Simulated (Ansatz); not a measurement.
# The potential step between two gates: 1T-CrSTe bilayer, AA

Two oppositely charged gates put a neutral stack in a displacement field D. The voltage between them is D/ε₀ times an electrical distance, shorter than the real one because the stack screens.

How it was computed: Ansatz 0.2.0, plane waves with PAW datasets (its set soft_2), PBE-D3(BJ); isolated slab, charged sheets 4.5 Å from the outer atoms behind model barriers, atoms held. Voltages count from the uncharged case.

| run | D/ε₀ (V/nm) | step in an electron's potential, upper less lower gate (eV) |
| --- | --- | --- |
| run 1 | −3.619 | −2.460 |
| run 2 | −1.810 | −1.230 |
| run 3 | 0.000 | 0.000 |
| run 4 | 1.810 | 1.229 |
| run 5 | 3.619 | 2.456 |
| run 6 | 5.428 | ? |

**Question.** What value belongs in the row marked “?”, and how far can the other rows tell?

A least-squares line through the 5 rows shown has slope 0.6792 and intercept −0.0010; no row lies more than 0.001 eV off it. The size of the slope, 0.679 nm, is the electrical distance; the sheets are 1.807 nm apart, and screening reaches beyond the outer atoms. At 5.428 it gives 0.6792 × 5.428 + (−0.0010) = 3.686 eV, beyond the rows fitted. Rounding and scatter of the rows alone allow about ±0.002 eV there.

The run itself gives 3.683 eV: a miss of −0.003 eV, or 0.1 % of the value. Screening stays linear to within 1 % over this range.

**Limits.** The gates are model sheets, not atoms. Spin-orbit coupling is left out, which changes the bands of elements this heavy.
